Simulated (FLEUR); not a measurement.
Records of electronic-structure calculations.

```json
{"subject": "MnPt3: parallel and opposed starts", "lattice_ang": [[3.9, 0.0, 0.0], [0.0, 3.9, 0.0], [0.0, 0.0, 3.9]], "atoms": [["Mn", 0.0, 0.0, 0.0], ["Pt", 0.0, 0.5, 0.5], ["Pt", 0.5, 0.0, 0.5], ["Pt", 0.5, 0.5, 0.0]], "method": "LDA (VWN); all-electron FLAPW, Dirac cores, scalar-relativistic bands (and 1 further level or step)", "program": "FLEUR MaX-R8.1", "settings_of_one_run": "kmax 3.6 1/bohr, gmax 10.8 1/bohr, muffin tin radii Mn: 2.54, Pt: 2.54 bohr, lmax Mn: [10, 8], Pt: [10, 8], hist occupations, smearing width 0.05 eV, mixer Anderson, mixing 0.05, max iterations 90, stop 2.00e-5 me/bohr³, collinear spin, 8×8×8 k-mesh, mesh matched on, starting moments 3.5 0 0 0 μB", "cost": "6 runs, 12 min in all on 4 MPI ranks of Intel Xeon 6975P-C (Granite Rapids), shared host (the runs of this entry)", "notes": "The run is spin-polarised, with a total moment of 4.16 μB a cell. This is the lowest of 4 finished starts, no proof of the ground state.", "results": {"lowest_state_found": "ferromagnetic (initial ferro +)", "largest_site_spin_moment": "3.73 μB", "next_finished_state": "antiferromagnetic, 19.1 meV a seeded atom higher", "energy_gained_by_spin_polarisation": "1198 meV a seeded atom", "orbital_moment_on_the_atom_of_largest_spin_along_its_spin_spin_orbit_run": "0.0273 μB"}}
```

[Logs and program files are shortened in this print: banners, set-up blocks, solver, clock and traceback lines can be left out without a mark of their own.]

[Logs are printed without paths, hosts, clocks, repeated set-up lines and the standing remarks that a program may print on its own settings, such as how far it seeks lower states.]

[Hosts, paths, dates, database ids (printed as entryN), source tags and the programs' standing remarks are cut or masked in the printed files.]

[Where a cell is said to come from a database of computed structures, the database is the Materials Project.]
